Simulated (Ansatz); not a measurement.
## A convergence test on NaI (Fm-3m): k mesh of the density

Wanted: the cheapest k mesh of the density that holds the PBE gap of NaI (Fm-3m).

Program: Ansatz 0.2.0. Level of theory: DFT, PBE, plane waves, PAW. Results are calculated unless marked as measured.

This is a report of a sequence of runs, with most program output left out.

## 1. The structure

Symmetry: Fm-3m, No. 225, cubic system. Conventional cell: a = 6.473 Å, b = 6.473 Å, c = 6.473 Å, α = 90.00°, β = 90.00°, γ = 90.00°. Nearest to Na lie 6 I at 3.24 Å. Nearest to I lie 6 Na at 3.24 Å. Farther neighbours and most contacts between anions are not listed.

The cell and positions come from the Crystallography Open Database and are kept as given unless a step says otherwise. Spin-orbit coupling is left out unless a step names it. The default PAW set here is soft_2. Its files were made with PBE.

## 2. k mesh of the density: 2×2×2

Input file input.yaml:

```yaml
crystal:
  lattice:
    - [0.0, 3.2364, 3.2364]
    - [3.2364, 0.0, 3.2364]
    - [3.2364, 3.2364, 0.0]
  atoms:
    - { symbol: Na, position: [0.0, 0.0, 0.0] }
    - { symbol: I, position: [0.5, 0.5, 0.5] }
kpoints:
  mp_grid: { grid: [2, 2, 2] }
  band_path:
    path:
      - [0.0, 0.0, 0.0]
      - [0.5, 0.0, 0.5]
      - [0.625, 0.25, 0.625]
      - [0.375, 0.375, 0.75]
      - [0.5, 0.5, 0.5]
      - [0.5, 0.25, 0.75]
    npoints: 1
hamiltonian:
  xc: pbe
scf:
  occupations: { method: fixed }
  n_extra_bands: 4
output:
  eigenvalues: true
```

Launch:

```console
> ansatz run input.yaml --threads 3 --pin off --max-ram 92160MiB --backend cuda --events-out ev --progress --plain --runs-dir out --devices 1 --max-vram 13GiB
```

The job ended after 7.9 s (1 × NVIDIA H100 80GB HBM3 (shared by 6 runs) with 3 threads of AMD EPYC 7R13 (Zen 3), shared host; peak memory 0.91 GiB).

Numbers from this step:

```
gap                  : 3.576 eV
valence top at       : Γ
conduction bottom at : Γ
least direct gap     : 3.576 eV
```

The gap is direct, at Γ.

## 3. k mesh of the density: 4×4×4

Edit input.yaml of step 2 so:

```diff
@@ -9,3 +9,3 @@
 kpoints:
-  mp_grid: { grid: [2, 2, 2] }
+  mp_grid: { grid: [4, 4, 4] }
   band_path:
```

It took 9.2 s on 1 × NVIDIA H100 80GB HBM3 (shared by 6 runs) with 3 threads; peak memory 0.91 GiB; 4.1 s of CPU time.

This step gave:

- gap: 3.642 eV
- valence top at: Γ
- conduction bottom at: Γ
- least direct gap: 3.642 eV

The gap is 3.642 eV, +0.066 eV from the run before at this level.

## 4. k mesh of the density: 6×6×6 (the default)

input.yaml, the sections that differ from step 3:

```yaml
kpoints:
  mp_grid: { grid: [6, 6, 6] }
  band_path:
    path:
      - [[0.0, 0.0, 0.0], [0.5, 0.0, 0.5], [0.625, 0.25, 0.625]]
      - [[0.375, 0.375, 0.75], [0.0, 0.0, 0.0], [0.5, 0.5, 0.5], [0.5, 0.25, 0.75], [0.5, 0.0, 0.5]]
    npoints: 10
scf:
  occupations: { method: fermi_dirac, width: 0.02 }
  n_extra_bands: 4
output:
  eigenvalues: true
  write_density: true
  write_potential: true
  elf: true
  volumetric_format: npy
# crystal, hamiltonian: as in step 3
```

It took 3 s on 1 × NVIDIA H100 80GB HBM3 (shared by 6 runs) with 3 threads; peak memory 0.93 GiB.

This step gave:

```yaml
gap: 3.644 eV
valence_top_at: Γ
conduction_bottom_at: Γ
least_direct_gap: 3.644 eV
```

The gap is 3.644 eV, +0.002 eV from the run before at this level.

## 5. k mesh of the density: 10×10×10

input.yaml, the sections that differ from step 4:

```yaml
kpoints:
  mp_grid: { grid: [10, 10, 10] }
  band_path:
    path:
      - [0.0, 0.0, 0.0]
      - [0.5, 0.0, 0.5]
      - [0.625, 0.25, 0.625]
      - [0.375, 0.375, 0.75]
      - [0.5, 0.5, 0.5]
      - [0.5, 0.25, 0.75]
    npoints: 1
scf:
  occupations: { method: fixed }
  n_extra_bands: 4
output:
  eigenvalues: true
# crystal, hamiltonian: as in step 4
```

Wall time 6.8 s (1 × NVIDIA H100 80GB HBM3 (shared by 6 runs) with 3 threads); peak memory 0.92 GiB; 3.3 s of CPU time.

Numbers from this step:

* gap: 3.644 eV
* valence top at: Γ
* conduction bottom at: Γ
* least direct gap: 3.644 eV

The gap is 3.644 eV, as in the run before at this level.

## 6. The series

Differences are against the last row; a negative gap means that bands overlap, and a run with a band path holds that path's time. Times are wall times on 1 × NVIDIA H100 80GB HBM3 (shared by 6 runs) with 3 threads of AMD EPYC 7R13 (Zen 3), shared host, good to a factor of about two.

| k mesh of the density | gap (eV) | direct gap (eV) | gap error (eV) | energy error (meV/atom) | irreducible k | time |
| --- | --- | --- | --- | --- | --- | --- |
| 2×2×2 | 3.576 | 3.576 | −0.068 | +209.1 | 3 | 7.9 s |
| 4×4×4 | 3.642 | 3.642 | −0.002 | +2.8 | 8 | 9.2 s |
| 6×6×6 | 3.644 | 3.644 | +0.0001 | +0.1 | 16 | 3 s |
| 10×10×10 | 3.644 | 3.644 | +0.000 | +0.0 | 47 | 6.8 s |

## 7. Outcome

```json
{
 "2×2×2": "3.576 eV",
 "4×4×4": "3.642 eV",
 "6×6×6": "3.644 eV",
 "10×10×10": "3.644 eV"
}
```

What this shows: The gap holds to 0.02 eV from 4×4×4 on. At 2×2×2 the gap is off by −0.068 eV and the energy by +209 meV/atom. The gap is read over the mesh and added points near the edges, so meshes differ mainly through the density and, for a hybrid, the exchange operator.

[Paths, hosts, dates, memory and timing lines, banners, echoed tables and standing remarks are left out of the program output.]

[Logs are printed without paths, hosts, clocks, repeated set-up lines and the standing remarks that a program may print on its own settings, such as how far it seeks lower states.]

[Runs of the session that timed out or met a known fault of the program may be left out.]

[Cells called generated may have been cut or substituted from an entry of the Crystallography Open Database or the Materials Project.]

[Hosts, paths, dates, database ids (printed as entryN), source tags and the programs' standing remarks are cut or masked in the printed files.]
